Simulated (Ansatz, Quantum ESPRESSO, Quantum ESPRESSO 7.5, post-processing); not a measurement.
# Ballistic transmission: vacuum gap of 7.0 Å between two Pb(100) faces

Aim: the zero-bias transmission with pwcond for this junction: vacuum gap of 7.0 Å between two Pb(100) faces.

Main program and level: Quantum ESPRESSO 7.5; plane-wave DFT, PBEsol, GBRV ultrasoft pseudopotentials (cross-check by Ansatz 0.2.0 with PAW datasets).

**1. Starting point**

The cell holds 12 atoms: 12 Pb. Its edges and angles: a = 3.557 Å, b = 3.557 Å, c = 34.665 Å, α = 90.0°, β = 90.0°, γ = 90.0°. It derives from Pb. Regions: left lead, 6 atoms (6 Pb); right lead, 6 atoms (6 Pb). The structure is stacked along c, and the current runs across the ab planes.

**2. SCF with pw.x**

One periodic cell holds a stretch of lead, the junction and more lead; the atoms stay as built.

Input file scf.in:

```
&control
  prefix = 'scf'
  outdir = './out'
  pseudo_dir = './pseudo'
  calculation = 'scf'
  tprnfor = .true.
/
&system
  ibrav = 0
  nat = 12
  ntyp = 1
  ecutwfc = 40
  ecutrho = 200
  occupations = 'smearing'
  smearing = 'mv'
  degauss = 0.01
/
&electrons
  conv_thr = 1e-07
  mixing_beta = 0.25
  electron_maxstep = 120
  mixing_mode = 'local-TF'
/
ATOMIC_SPECIES
  Pb  207.2000  pb_pbesol_v1.uspp.F.UPF
CELL_PARAMETERS angstrom
  3.55674710936833 0.00000000000000 0.00000000000000
  0.00000000000000 3.55674710936833 0.00000000000000
  0.00000000000000 0.00000000000000 34.66500000000000
ATOMIC_POSITIONS crystal
  Pb  0.000000000000 0.000000000000 0.000000000000
  Pb  0.500000000000 0.500000000000 0.072551564979
  Pb  0.000000000000 0.000000000000 0.145103129958
  Pb  0.500000000000 0.500000000000 0.217654694937
  Pb  0.000000000000 0.000000000000 0.290206259916
  Pb  0.500000000000 0.500000000000 0.362757824895
  Pb  0.000000000000 0.000000000000 0.564690610125
  Pb  0.500000000000 0.500000000000 0.637242175105
  Pb  0.000000000000 0.000000000000 0.709793740084
  Pb  0.500000000000 0.500000000000 0.782345305063
  Pb  0.000000000000 0.000000000000 0.854896870042
  Pb  0.500000000000 0.500000000000 0.927448435021
K_POINTS automatic
  7 7 1 0 0 0
```

Started as:

```sh
> OMP_NUM_THREADS=1 mpirun -n 4 pw.x -nk 2 -in scf.in > scf.out
```

Then come: transmission with pwcond.x; the open system, with nz1 = 1; the same in Ansatz; all levels side by side; by hand. Settings of the main run: cutoff 40 Ry, smearing, Marzari-Vanderbilt smearing, smearing width 0.01 Ry, SCF threshold 1.00e-7 Ry, gbrv-pbesol-1.5 potentials, 7×7×1 k-mesh, mpi ranks 4, pools 2, omp threads 1.

Before running: what should come out for the conductance from T at the Fermi level, a cell (G₀ = 2e²/h)?

The junction conducts 0.00552 G₀ a cell at the Fermi level (PBEsol, GBRV ultrasoft). At the Fermi level the junction passes 0.34 % of what the leads offer, the tunnelling regime. At the Fermi level pwcond and Ansatz differ by 3.6 %, a close match.

| Property | Result |
| --- | --- |
| conductance from T at the Fermi level, a cell (G₀ = 2e²/h) | 0.00552 G₀ |
| conductance per area | 3.38 S/μm² |
| lead channels per spin | 1.63 |
| the same conductance by Ansatz | 0.00533 G₀ |

Ansatz finds a step of 57 meV across the lead's period inside the junction cell: the lead is too short to be bulk-like, which bears on both codes. Points with over 2.5 times the mean carry 33 % of T, so the mean leans on few points, and the mesh was not tested. Over -0.4 to 0.4 eV, T lies between 0.0038 and 0.0070 per spin. The geometry is as built, not relaxed, and the leads are short. Semilocal functionals lack the image potential in a vacuum gap. Spin-orbit coupling is left out; depending on the atoms that carry the levels of interest, it can split and shift them by tenths of an eV to an eV or more.

[Logs are printed without paths, hosts, clocks, repeated set-up lines and the standing remarks that a program may print on its own settings, such as how far it seeks lower states.]

[Hosts, paths, dates, database ids (printed as entryN), source tags and the programs' standing remarks are cut or masked in the printed files.]

[Maps of the electrostatic potential energy from Ansatz leave out the sawtooth potential of an applied field or a dipole correction, so their vacuum need not be flat; planar profiles and work functions include it.]
